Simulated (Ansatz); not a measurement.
In doubt: one-shot GW on d or f shells is unsure, so the values of those runs are not to be relied on.

Rows from a G0W0 calculation on Ba2CeSnO6 (Fm-3m) (Ansatz 0.2.0; G0W0 on PBE with a share 0.1 of exact exchange, plane waves, PAW; PAW set soft_1; 2×2×2 mesh, 677 empty bands, screening to 150 eV, PAW set soft_1 files), in eV. Spin-orbit coupling is left out.

```
row                       k  band   start       Σx  Σc at the solution      Vxc
  A  (0.000, 0.000, -0.500)    c1  11.666  -22.311             -11.716  -35.834
  B  (0.000, 0.000, -0.500)    v1   8.214  -26.552               3.613  -22.857
  C  (0.000, 0.000, -0.500)    v3   7.837  -25.020               4.539  -20.169
  D  (0.000, 0.000, -0.500)    c2  11.793  -23.707             -10.034  -35.591
  E  (0.000, 0.000, -0.500)    c3  11.883  -23.203             -11.277  -36.291
```

Question: Work out each quasiparticle level and how far it moved.

The quasiparticle equation reads E = start + Σx + Σc(E) − Vxc.

```
row  E (eV)  shift (eV)
  A  13.472      +1.806
  B   8.133      −0.082
  C   7.526      −0.311
  D  13.643      +1.849
  E  13.693      +1.811
```

Limits: not at the basis limit; f levels unsure; no spin polarisation; f levels unsure; no spin-orbit coupling; coarse k mesh.

[Paths, hosts, dates, memory and timing lines, banners, echoed tables and standing remarks are left out of the program output.]

[Logs are printed without paths, hosts, clocks, repeated set-up lines and the standing remarks that a program may print on its own settings, such as how far it seeks lower states.]

[Runs of the session that timed out or met a known fault of the program may be left out.]

[Cells called generated may have been cut or substituted from an entry of the Crystallography Open Database or the Materials Project.]

[Hosts, paths, dates, database ids (printed as entryN), source tags and the programs' standing remarks are cut or masked in the printed files.]
